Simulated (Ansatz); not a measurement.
**PbC (model cell, started as wurtzite): phonons and vibrational spectra**

How does PbC (model cell, started as wurtzite) vibrate, and is this structure a minimum?

Main program and level: Ansatz 0.2.0; DFT PBEsol, scalar-relativistic, plane waves, PAW.

The structure was built from a prototype and need not be the compound's stable phase.

**1. Starting point**

Symmetry: P6_3mc, No. 186, hexagonal system. Conventional cell: a = 3.492 Å, b = 3.492 Å, c = 5.703 Å, α = 90.00°, β = 90.00°, γ = 120.00°. Nearest to Pb lie 4 C at 2.14 Å. Nearest to C lie 4 Pb at 2.14 Å. Farther neighbours are not listed.

As a file:

```cif
data_structure
_symmetry_space_group_name_H-M 'P6_3mc'
_symmetry_Int_Tables_number 186
_cell_length_a 3.4922
_cell_length_b 3.4922
_cell_length_c 5.7027
_cell_angle_alpha 90.000
_cell_angle_beta 90.000
_cell_angle_gamma 120.000
_cell_volume 60.23
loop_
_atom_site_label
_atom_site_type_symbol
_atom_site_symmetry_multiplicity
_atom_site_Wyckoff_symbol
_atom_site_fract_x
_atom_site_fract_y
_atom_site_fract_z
_atom_site_occupancy
Pb1 Pb 2 b 0.33333 0.66667 0.00000 1
C1 C 2 b 0.33333 0.66667 0.37500 1
```

**2. Coarse relaxation**

The start is far from rest, so a relaxation with loose tolerances brings it close first.

input.yaml reads:

```yaml
crystal:
  lattice:
    - [3.49216, 0.0, 0.0]
    - [-1.74608, 3.0243, 0.0]
    - [0.0, 0.0, 5.70269]
  atoms:
    - { symbol: Pb, position: [0.333333, 0.666667, 0.0] }
    - { symbol: Pb, position: [0.666667, 0.333333, 0.5] }
    - { symbol: C, position: [0.333333, 0.666667, 0.375] }
    - { symbol: C, position: [0.666667, 0.333333, 0.875] }
kpoints:
  mp_grid: { grid: [6, 6, 4] }
hamiltonian:
  xc: pbesol
scf:
  occupations: { method: gaussian, width: 0.1 }
output:
  forces: true
  stress: true
  eigenvalues: true
relax:
  adjacent_minimum: "off"
  f_tol: 0.05
  max_steps: 80
  cell: { stress_tol: 0.5 }
```

Started as:

```
ansatz run input.yaml --threads 4 --pin off --max-ram 7168MiB --backend cpu --events-out ev --progress --plain --runs-dir out
```

Numbers of over 12 decimals in the logs are rounded to 6 here.

Output:

```text
[...]
cell:  # Å, volume = 73.0339 Å³
    - [3.719844, -8.425991369566618e-18, 0]
    - [-1.859922, 3.221480, 0]
    - [0, 0, 6.094592]
  atoms:
    - { symbol: Pb, position: [0.333333, 0.666667, -0.000259055] }
    - { symbol: Pb, position: [0.666667, 0.333333, 0.499741] }
    - { symbol: C, position: [0.333333, 0.666667, 0.375259] }
    - { symbol: C, position: [0.666667, 0.333333, 0.875259] }
[key lines of the parts left out:]
SCF converged after 4 iterations
Free energy (F): -23997.372822 eV
Fermi energy:    10.572251 eV
P = ⅓ Tr σ = 0.0269 GPa (0.269 kbar)
```

Wall time 28 s (4 threads of Arm Neoverse N1, shared host); peak memory 0.39 GiB.

Relaxation path:

| step | energy less that of the first step (eV) | largest force component (eV/Å) | pressure (GPa) | volume (Å³) |
| --- | --- | --- | --- | --- |
| 1 | 0.0000 | 0.0217 | 30.02 | 60.23 |
| 2 | -0.8980 | 0.0282 | 6.39 | 68.84 |
| 3 | -0.9633 | 0.0106 | 1.64 | 71.62 |
| 4 | -0.9678 | 0.0207 | 0.13 | 72.64 |
| 5* | -0.9961 | 0.0204 | 0.56 | 72.64 |
| 6 | -0.9966 | 0.0097 | 0.03 | 73.03 |
| 7* | -0.9970 | 0.0098 | 0.03 | 73.03 |

Relaxation steps marked * repeat the geometry before them on a plane-wave basis chosen anew for their cell, so energy and pressure can jump there.

Forces are held to the 12 operations that the run works with; a distortion that breaks them can't arise in this run.

| conventional cell, symmetrised | before | after | change |
| --- | --- | --- | --- |
| a (Å) | 3.492 | 3.720 | +6.5 % |
| b (Å) | 3.492 | 3.720 | +6.5 % |
| c (Å) | 5.703 | 6.095 | +6.9 % |
| volume (Å³/atom) | 15.06 | 18.26 | +21.3 % |

This step gave:

| Item | Value |
| --- | --- |
| pressure | 0.02693 GPa |
| volume per atom | 18.26 Å³ |
| gap on the k-mesh | 0 eV |

In this step the volume went from 15.06 to 18.26 Å³/atom.

**3. Relaxation**

The cell and atoms are relaxed, since residual forces and stress would shift the frequencies.

input.yaml reads:

```yaml
crystal:
  lattice:
    - [3.7198441687, 0.0, 0.0]
    - [-1.8599220843, 3.2214795482, 0.0]
    - [0.0, 0.0, 6.0945922567]
  atoms:
    - { symbol: Pb, position: [0.3333333333, 0.6666666667, -0.0002590553] }
    - { symbol: Pb, position: [0.6666666667, 0.3333333333, 0.4997409447] }
    - { symbol: C, position: [0.3333333333, 0.6666666667, 0.3752590553] }
    - { symbol: C, position: [0.6666666667, 0.3333333333, 0.8752590553] }
kpoints:
  mp_grid: { grid: [12, 12, 6] }
hamiltonian:
  xc: pbesol
scf:
  occupations: { method: gaussian, width: 0.1 }
output:
  forces: true
  stress: true
  eigenvalues: true
  write_density: true
  write_potential: true
  elf: true
  volumetric_format: npy
relax:
  adjacent_minimum: "off"
  f_tol: 0.005
  max_steps: 80
  cell: { stress_tol: 0.05 }
```

Output:

```text
[...]
Crystal: 4 atoms, lattice volume = 73.034 Å³
Basis set: ecut = 420 eV, 1401 PW (Γ), exchange–correlation on 50×50×90 points (8 copies of the dense FFT grid, shifted against one another)
Bands: 22, of which v1, the nominal top of the filled ones, is band 18 counted from 1 (17 counted from 0)
Symmetry: 12 space group operations
[...]
k-points: 76 of 864 (time reversal used)
[...]
SCF iter   1: F=—  HF=-23997.414424 eV  |F-HF|=—  |Δ(HF+E_count)|=         —  Δρ=8.76e-3  dr2=7.28e-2  ethr=1.77e-3  ⟨swp⟩=6.1  Hψ=8528  notcnv=0
[...]
SCF iter   6: F=-23997.393574 eV  HF=-23997.393574 eV  |F-HF|=2.54e-8  |Δ(HF+E_count)|=   4.64e-7  Δρ=7.11e-6  dr2=3.01e-8  ethr=2.78e-10  ⟨swp⟩=13.9  Hψ=15796  notcnv=0
SCF 1 converged in 6 iterations: F = -23997.393574 eV  dr2 = 3.01e-8
  Residual-converged pass: ⟨swp⟩=1.1  Hψ=1985  notcnv=0  max |occ|·‖R‖ = 7.0e-9 eV (tolerance 1.0e-8 eV)  dr2=3.01e-8  dr2_onsite=5.31e-9  max |Δocc| = 8.1e-11
[...]
relax step   1: F+E_penalty+E_count = -23997.39357443 eV  Δ(F+E_penalty+E_count) = +0.000e0 eV  max|allowed force component| = 5.623e-3 eV/Å  Δτ_max = 0.0000 Å  P = +0.043 GPa  Ω = 73.034 Å³  (6 SCF iters, dr2 threshold 1.00e-7 eV, accepted)
Crystal: 4 atoms, lattice volume = 73.077 Å³
[...]
SCF iter   4: F=-23997.393539 eV  HF=-23997.393539 eV  |F-HF|=3.34e-9  |Δ(HF+E_count)|=   2.74e-8  Δρ=2.14e-6  dr2=4.75e-9  ethr=3.73e-11  ⟨swp⟩=8.8  Hψ=13245  notcnv=0
SCF 2 converged in 4 iterations: F = -23997.393539 eV  dr2 = 4.75e-9
relax step   2: F+E_penalty+E_count = -23997.39353922 eV  Δ(F+E_penalty+E_count) = +3.521e-5 eV  max|allowed force component| = 4.123e-4 eV/Å  Δτ_max = 0.0003 Å  P = -0.013 GPa  Ω = 73.077 Å³  energy of the carried Pulay correction = -4.299e-5 eV  (4 SCF iters, dr2 threshold 1.34e-8 eV, accepted)
[...]
SCF iter   1: F=—  HF=-23997.393589 eV  |F-HF|=—  |Δ(HF+E_count)|=         —  Δρ=3.06e-6  dr2=7.67e-9  ethr=4.39e-7  ⟨swp⟩=3.4  Hψ=13593  notcnv=0
eigensolver tolerance schedule: the retry pair's looser diagonalisation over-reported the residual by 20590.72 of it (diagonalisation noise at an unbounded share of the residual, at the tolerance the schedule requests for it); recorded, not acted on — ethr = c·dr2/N_el stays at c = 1.0e-1
[...]
SCF iter   2: F=—  HF=-23997.393590 eV  |F-HF|=—  |Δ(HF+E_count)|=   1.14e-6  Δρ=2.89e-6  dr2=5.29e-9  ethr=2.13e-11  ⟨swp⟩=4.0  Hψ=4188  notcnv=0
[...]
SCF iter   6: F=-23997.393590 eV  HF=-23997.393590 eV  |F-HF|=0.00e0  |Δ(HF+E_count)|=  8.73e-11  Δρ=1.25e-7  dr2=1.26e-11  ethr=1.00e-12  ⟨swp⟩=7.3  Hψ=10458  notcnv=0
SCF 3 converged in 6 iterations: F = -23997.393590 eV  dr2 = 1.26e-11
relax step   3: F+E_penalty+E_count = -23997.39358999 eV  Δ(F+E_penalty+E_count) = -5.076e-5 eV  max|allowed force component| = 4.113e-4 eV/Å  Δτ_max = 0.0000 Å  P = -0.012 GPa  Ω = 73.077 Å³  stress off target by 1.44e-2 GPa  SCF on the basis re-selected at this cell (its energy is not comparable with the rows above)  (6 SCF iters)
[...]
SCF converged after 6 iterations
Free energy (F): -23997.393590 eV
[...]
Internal energy: -23997.393335 eV  (E = F + TS)
E sigma→0 (E₀):  -23997.393462 eV
Entropy (-TS):   -0.000255 eV (-0.064 meV/atom)
Fermi energy:    10.584490 eV
[...]
--- Forces (eV/Å), atoms counted from 1 ---
  atom   1  Pb    -0.00000000     0.00000000    -0.00041131
  atom   2  Pb    -0.00000000     0.00000000    -0.00041131
  atom   3  C      0.00000000    -0.00000000     0.00041126
  atom   4  C     -0.00000000    -0.00000000     0.00041126
  max |Σ_I F_I| component: 9.69e-8 eV/Å
--- Stress (GPa, compression-positive) ---
       -0.014357      -0.000000      -0.000000
        0.000000      -0.014357      -0.000000
       -0.000000      -0.000000      -0.007591
  P = ⅓ Tr σ = -0.0121 GPa (-0.121 kbar)
--- Band table (eV; the first three rows and the last of 76) ---
  k-point 0: bands = [... 14 lower, 9.2766, 9.4894, 10.4401, 10.5503, 10.5503, 10.7860, 15.8816, 15.8816]
  k-point 1: bands = [... 14 lower, 9.3504, 9.3504, 10.4504, 10.4504, 10.8606, 10.9950, 15.6753, 15.9585]
  k-point 2: bands = [... 14 lower, 9.5593, 9.5593, 10.1908, 10.1908, 11.0761, 11.4462, 15.0926, 15.9383]
  k-point 75: bands = [... 14 lower, 6.3124, 6.3124, 8.6986, 8.6986, 12.7981, 12.7981, 15.3621, 15.3621]
--- Relaxed structure (2 steps of the walk, 2 accepted, 1 SCFs on fresh bases) ---
[...]
cell:  # Å, volume = 73.0768 Å³
    - [3.720530, -2.8872749828179798e-11, 0]
    - [-1.860265, 3.222073, 0]
    - [0, 0, 6.095918]
  atoms:
    - { symbol: Pb, position: [0.333333, 0.666667, -0.000305005] }
    - { symbol: Pb, position: [0.666667, 0.333333, 0.499695] }
    - { symbol: C, position: [0.333333, 0.666667, 0.375305] }
    - { symbol: C, position: [0.666667, 0.333333, 0.875305] }
```

Run time: 57 s. Hardware: 4 threads; peak memory 0.48 GiB.

Little changed from the start: no atom moved by 0.005 Å and no cell edge by 0.1 %.

Numbers from this step:

```yaml
pressure: -0.01210 GPa
volume_per_atom: 18.27 Å³
```

Electrostatic potential energy in the ac plane at fractional y = 0.333, with atoms of Pb and C within 0.2 Å of it. With pseudopotentials it is smooth inside the atoms' cores, unlike the true potential.

Ten even steps from '0' (-33 eV) to '9' (13 eV), each cell a mean:
```
87778887423689
88888985000379
99999984000179
99999986100389
99999998544799
99999999888999
99999998877899
99999986323578
99999852000147
89999730122016
89999720243115
89999720233015
99999851000037
99999975211368
99999998766789
99999999989999
99999999999999
99999999999999
99999999999999
98888999999999
87778899999999
87677899888999
```
Columns run along a (3.7 Å; values clipped at the 3rd and 97th percentile), rows up along c (6.1 Å). Atoms in or near the plane, at fractional coordinates: Pb at (0.67, 0.50), C at (0.67, 0.88).

Valence density in the ac plane at fractional y = 0.333, with atoms of Pb and C within 0.2 Å of it. It is the smooth field of the valence electrons, not physical close to the nuclei.

Values in e/Å³, 22 rows by 14 columns, each cell a mean:
```
0.3 0.4 0.4 0.4 0.4 0.4 0.5 0.7 1.0 1.2 1.1 0.8 0.6 0.4
0.3 0.3 0.3 0.3 0.3 0.4 0.6 1.0 1.5 1.6 1.5 1.2 0.7 0.4
0.2 0.2 0.2 0.2 0.2 0.3 0.6 1.1 1.5 1.6 1.6 1.3 0.8 0.4
0.2 0.1 0.1 0.1 0.2 0.2 0.5 0.9 1.4 1.6 1.5 1.1 0.6 0.3
0.1 0.1 0.1 0.1 0.1 0.2 0.3 0.6 1.0 1.2 1.1 0.7 0.4 0.2
0.1 0.1 0.0 0.1 0.1 0.1 0.2 0.4 0.6 0.7 0.6 0.5 0.3 0.2
0.1 0.1 0.0 0.0 0.1 0.1 0.2 0.4 0.5 0.6 0.6 0.4 0.3 0.2
0.1 0.1 0.1 0.1 0.1 0.2 0.3 0.6 1.0 1.2 1.1 0.7 0.4 0.2
0.2 0.1 0.1 0.1 0.1 0.3 0.6 1.3 2.5 3.2 2.9 1.7 0.8 0.4
0.2 0.1 0.1 0.1 0.2 0.4 1.0 2.5 5.0 6.7 6.0 3.4 1.5 0.6
0.3 0.2 0.2 0.2 0.2 0.5 1.3 3.3 6.9 9.5 8.3 4.6 1.9 0.7
0.3 0.2 0.2 0.2 0.3 0.5 1.2 2.9 5.9 8.0 7.1 4.0 1.7 0.7
0.3 0.3 0.3 0.3 0.3 0.4 0.8 1.6 3.1 4.1 3.7 2.1 1.0 0.5
0.3 0.3 0.3 0.3 0.3 0.3 0.4 0.7 1.3 1.6 1.5 0.9 0.5 0.3
0.2 0.2 0.2 0.2 0.2 0.2 0.2 0.3 0.5 0.5 0.5 0.4 0.3 0.2
0.1 0.1 0.2 0.2 0.1 0.1 0.1 0.1 0.2 0.2 0.2 0.1 0.1 0.1
0.1 0.1 0.1 0.1 0.1 0.1 0.1 0.1 0.1 0.1 0.1 0.1 0.1 0.1
0.1 0.1 0.1 0.1 0.1 0.1 0.1 0.1 0.1 0.1 0.1 0.1 0.1 0.1
0.1 0.1 0.2 0.2 0.1 0.1 0.1 0.1 0.1 0.1 0.1 0.1 0.1 0.1
0.2 0.2 0.3 0.3 0.2 0.2 0.1 0.1 0.1 0.1 0.1 0.1 0.1 0.1
0.3 0.3 0.4 0.4 0.3 0.2 0.2 0.2 0.2 0.3 0.2 0.2 0.2 0.2
0.3 0.4 0.5 0.5 0.4 0.3 0.3 0.4 0.5 0.5 0.5 0.4 0.3 0.3
```
Columns run along a (3.7 Å), rows up along c (6.1 Å). Atoms in or near the plane, at fractional coordinates: Pb at (0.67, 0.50), C at (0.67, 0.88).

ELF in the ac plane at fractional y = 0.333, with atoms of Pb and C within 0.2 Å of it. It is the smooth field of the valence electrons, not physical close to the nuclei.

Values, 22 rows by 14 columns, each cell a mean:
```
0.31 0.31 0.33 0.32 0.31 0.41 0.64 0.77 0.73 0.65 0.69 0.78 0.72 0.51
0.34 0.28 0.28 0.28 0.31 0.48 0.72 0.78 0.55 0.30 0.41 0.73 0.77 0.61
0.37 0.26 0.24 0.25 0.31 0.52 0.74 0.74 0.41 0.11 0.23 0.66 0.77 0.64
0.33 0.21 0.17 0.19 0.27 0.48 0.70 0.75 0.60 0.42 0.50 0.71 0.74 0.60
0.25 0.14 0.10 0.12 0.20 0.39 0.62 0.74 0.78 0.77 0.78 0.77 0.68 0.50
0.16 0.08 0.05 0.06 0.12 0.25 0.44 0.59 0.68 0.72 0.71 0.63 0.50 0.34
0.13 0.06 0.04 0.05 0.10 0.20 0.30 0.37 0.40 0.41 0.40 0.38 0.33 0.25
0.16 0.09 0.05 0.07 0.13 0.23 0.29 0.32 0.32 0.30 0.31 0.32 0.31 0.26
0.23 0.15 0.11 0.13 0.20 0.29 0.35 0.34 0.25 0.19 0.22 0.32 0.36 0.32
0.27 0.22 0.20 0.22 0.26 0.32 0.36 0.26 0.09 0.04 0.05 0.19 0.35 0.35
0.30 0.32 0.34 0.34 0.32 0.32 0.34 0.19 0.03 0.00 0.01 0.11 0.30 0.34
0.34 0.42 0.46 0.44 0.38 0.32 0.32 0.22 0.05 0.01 0.02 0.15 0.30 0.32
0.39 0.50 0.55 0.53 0.45 0.34 0.32 0.31 0.21 0.14 0.17 0.28 0.32 0.30
0.42 0.52 0.55 0.53 0.47 0.36 0.31 0.34 0.37 0.36 0.37 0.36 0.31 0.31
0.39 0.47 0.50 0.49 0.43 0.34 0.28 0.30 0.36 0.39 0.38 0.32 0.28 0.29
0.29 0.37 0.40 0.39 0.33 0.25 0.20 0.21 0.25 0.27 0.26 0.22 0.19 0.21
0.20 0.26 0.29 0.28 0.23 0.16 0.11 0.10 0.11 0.12 0.12 0.10 0.10 0.13
0.15 0.20 0.23 0.22 0.18 0.12 0.07 0.05 0.04 0.04 0.04 0.05 0.06 0.09
0.19 0.24 0.27 0.26 0.21 0.15 0.10 0.08 0.07 0.07 0.07 0.07 0.09 0.12
0.26 0.31 0.34 0.33 0.28 0.22 0.19 0.20 0.22 0.24 0.23 0.21 0.19 0.20
0.29 0.34 0.38 0.36 0.32 0.28 0.33 0.42 0.50 0.52 0.51 0.45 0.36 0.29
0.30 0.34 0.37 0.36 0.32 0.33 0.48 0.63 0.70 0.70 0.70 0.67 0.54 0.38
```
Columns run along a (3.7 Å), rows up along c (6.1 Å). Atoms in or near the plane, at fractional coordinates: Pb at (0.67, 0.50), C at (0.67, 0.88).

In this step the volume went from 18.26 to 18.27 Å³/atom.

**4. Relaxing to small forces for the phonons**

Phonons need a cell at rest on their own settings, so the relaxation is repeated with tight tolerances on forces and stress, using the mesh and the filling of the phonon run that follows.

input.yaml reads:

```yaml
crystal:
  lattice:
    - [3.7205297519, 0.0, 0.0]
    - [-1.8602648759, 3.2220732807, 0.0]
    - [0.0, 0.0, 6.0959176946]
  atoms:
    - { symbol: Pb, position: [0.3333333333, 0.6666666667, -0.0003050049] }
    - { symbol: Pb, position: [0.6666666667, 0.3333333333, 0.4996949951] }
    - { symbol: C, position: [0.3333333333, 0.6666666667, 0.3753050049] }
    - { symbol: C, position: [0.6666666667, 0.3333333333, 0.8753050049] }
kpoints:
  mp_grid: { grid: [12, 12, 6] }
hamiltonian:
  xc: pbesol
scf:
  occupations: { method: methfessel_paxton, width: 0.15 }
output:
  forces: true
  stress: true
  eigenvalues: true
relax:
  adjacent_minimum: "off"
  f_tol: 0.001
  max_steps: 60
  cell: { stress_tol: 0.01 }
```

Output:

```text
[...]
Crystal: 4 atoms, lattice volume = 73.077 Å³
Basis set: ecut = 420 eV, 1401 PW (Γ), exchange–correlation on 50×50×90 points (8 copies of the dense FFT grid, shifted against one another)
Bands: 22, of which v1, the nominal top of the filled ones, is band 18 counted from 1 (17 counted from 0)
Symmetry: 12 space group operations
[...]
k-points: 76 of 864 (time reversal used)
[...]
--- Relaxed structure (2 steps of the walk, 2 accepted, 1 SCFs on fresh bases) ---
[...]
cell:  # Å, volume = 73.0630 Å³
    - [3.720096, -2.8864121775272595e-11, 0]
    - [-1.860048, 3.221698, 0]
    - [0, 0, 6.096188]
  atoms:
    - { symbol: Pb, position: [0.333333, 0.666667, -0.000285773] }
    - { symbol: Pb, position: [0.666667, 0.333333, 0.499714] }
    - { symbol: C, position: [0.333333, 0.666667, 0.375286] }
    - { symbol: C, position: [0.666667, 0.333333, 0.875286] }
[key lines of the parts left out:]
SCF converged after 8 iterations
Free energy (F): -23997.393323 eV
Fermi energy:    10.554762 eV
P = ⅓ Tr σ = 0.0044 GPa (0.044 kbar)
```

The job ended after 48 s (4 threads; peak memory 0.48 GiB).

Little changed from the start: no atom moved by 0.005 Å and no cell edge by 0.1 %.

Numbers from this step:

```yaml
pressure: 0.004440 GPa
```

The largest force component left is 0.32 meV/Å and the pressure is 0.004 GPa, within the tolerances set. The cell now holds 18.27 Å³/atom.

**5. Linear response at the zone centre**

The zone centre comes first: it holds the modes that light can see, as far as symmetry allows. No field response is asked, since the mesh shows no gap.

input.yaml, the sections that differ from step 4:

```yaml
crystal:
  lattice:
    - [3.7200962643, 0.0, 0.0]
    - [-1.8600481321, 3.2216978694, 0.0]
    - [0.0, 0.0, 6.096187672]
  atoms:
    - { symbol: Pb, position: [0.3333333333, 0.6666666667, -0.000285773] }
    - { symbol: Pb, position: [0.6666666667, 0.3333333333, 0.499714227] }
    - { symbol: C, position: [0.3333333333, 0.6666666667, 0.375285773] }
    - { symbol: C, position: [0.6666666667, 0.3333333333, 0.875285773] }
output:
  eigenvalues: true
phonons:
  method: dfpt
# kpoints, hamiltonian, scf: as in step 4
# relax: removed
```

Output:

```text
[...]
Crystal: 4 atoms, lattice volume = 73.063 Å³
Basis set: ecut = 420 eV, 1401 PW (Γ), exchange–correlation on 50×50×96 points (8 copies of the dense FFT grid, shifted against one another)
Bands: 22, of which v1, the nominal top of the filled ones, is band 18 counted from 1 (17 counted from 0)
Symmetry: 12 space group operations
k-points: 242 of 864 (irreducible under 2 space group operations, time reversal used)
[...]
SCF iter   1: F=—  HF=-23997.413914 eV  |F-HF|=—  |Δ(HF+E_count)|=         —  Δρ=8.76e-3  dr2=7.28e-2  ethr=1.77e-3  ⟨swp⟩=6.0  Hψ=26738  notcnv=0
[...]
SCF iter   9: F=-23997.393323 eV  HF=-23997.393323 eV  |F-HF|=0.00e0  |Δ(HF+E_count)|=  2.55e-11  S|Δr|=    0.00e0  Δρ=5.96e-8  dr2=2.24e-12  ethr=1.00e-12  ⟨swp⟩=9.2  Hψ=33153  notcnv=0
SCF 1 converged in 9 iterations: F = -23997.393323 eV  dr2 = 2.24e-12
[...]
DFPT response loops at Γ: preconditioner auto → Kerker (q_TF=auto, 2.425 Å⁻¹) (partly filled bands, converged f_vac=0.009); β = 1.00, the filter's whole step (`scf.mixing.beta` (0.50) is not read by the response loops under this deck's `scf.mixing.preconditioner`; to damp them name `kerker` or `kerker_dos`, under which they read `scf.mixing.beta`, and type it under 1.00, their step now; both keys bind the ground state too); Broyden in place of MSR1
SCF converged after 9 iterations
[...]
Free energy (F): -23997.393323 eV
[...]
Internal energy: -23997.393646 eV  (E = F + TS)
E sigma→0 (E₀):  -23997.393404 eV
Entropy (-TS):   0.000324 eV (0.081 meV/atom)
Fermi energy:    10.554762 eV
[...]
--- Band table (eV; the first three rows and the last of 242) ---
  k-point 0: bands = [... 14 lower, 9.2799, 9.4931, 10.4424, 10.5535, 10.5535, 10.7916, 15.8862, 15.8862]
  k-point 1: bands = [... 14 lower, 9.3537, 9.3537, 10.4536, 10.4536, 10.8661, 10.9981, 15.6781, 15.9631]
  k-point 2: bands = [... 14 lower, 9.5627, 9.5627, 10.1941, 10.1941, 11.0813, 11.4500, 15.0960, 15.9413]
  k-point 241: bands = [... 14 lower, 6.9463, 6.9463, 8.4918, 8.4918, 12.8214, 12.8214, 15.0744, 15.0744]
--- Phonons (Γ-DFPT): 4 representative perturbations + reference, on 242 of 864 k-points (Σ response iterations 12) ---
  k mesh reduced under 2 symmetry operations, with k and −k counted as one. Each operation leaves every solved perturbation unchanged. A smaller set is not used because it would not reduce the number of displacements times k-points to solve
  ASR residual: 1.824e-5 → 0.000e0 eV/Å²; symmetrization residual: 3.874e-6 eV/Å²
  ASR residual per site (eV/Å²): 1.82e-5 1.82e-5 1.74e-5 1.74e-5
  Γ frequencies (cm⁻¹): 0.00 0.00 0.00 60.07 60.07 162.40 467.86 478.71 478.71 484.29 484.29 546.31
  non-analytic LO–TO correction: not included (Born effective charges unavailable; polar crystals: no LO–TO splitting at Γ)
```

It took 2.6 min on 4 threads; peak memory 1.4 GiB; 7 min of CPU time.

In the SCF lines HF is the Harris–Foulkes energy and dr2 the Hartree energy of the density residual, in eV; the loop may stop once dr2 is under the threshold and the program's other checks hold. Hψ counts applications of the Hamiltonian.

Numbers from this step:

```
sum-rule residual before enforcement                    : 1.82e-5 eV/Å²
point group                                             : 6mm
highest optical mode at the zone centre (no LO-TO term) : 546.3 cm⁻¹
lowest optical zone-centre mode                         : 60.07 cm⁻¹
```

Patterns of degenerate modes are one choice out of their space. The modes at Γ (shares of kinetic energy by element, %):

| mode | frequency (cm⁻¹) | symmetry | Pb % | C % |
| --- | --- | --- | --- | --- |
| 1 | 0.0 | acoustic | 95 | 5 |
| 2 | 0.0 | acoustic | 95 | 5 |
| 3 | 0.0 | acoustic | 95 | 5 |
| 4 | 60.1 | E2 | 96 | 4 |
| 5 | 60.1 | E2 | 96 | 4 |
| 6 | 162.4 | B1 | 100 | 0 |
| 7 | 467.9 | A1 | 5 | 95 |
| 8 | 478.7 | E2 | 4 | 96 |
| 9 | 478.7 | E2 | 4 | 96 |
| 10 | 484.3 | E1 | 5 | 95 |
| 11 | 484.3 | E1 | 5 | 95 |
| 12 | 546.3 | B1 | 0 | 100 |

Displacements in mode 5 (60.1 cm⁻¹), the largest set to 1:
```
Pb1 -1.00  0.00  0.00
Pb2  1.00  0.00  0.00
C3   0.88  0.00  0.00
C4  -0.88  0.00  0.00
```

Displacements in mode 6 (162.4 cm⁻¹), the largest set to 1:
```
Pb1  0.00  0.00 -1.00
Pb2  0.00  0.00  1.00
C3   0.00  0.00 -0.13
C4   0.00  0.00  0.13
```

Before it was imposed, the acoustic sum rule was missed by 1.8e-5 eV/Å². Small misses are needed for a sound result but don't prove that mesh and cutoff are converged. The lowest optical mode is real, 60.1 cm⁻¹.

(Part 1 of 2 ends here.)

[Logs are printed without paths, hosts, clocks, repeated set-up lines and the standing remarks that a program may print on its own settings, such as how far it seeks lower states.]

[Hosts, paths, dates, database ids (printed as entryN), source tags and the programs' standing remarks are cut or masked in the printed files.]
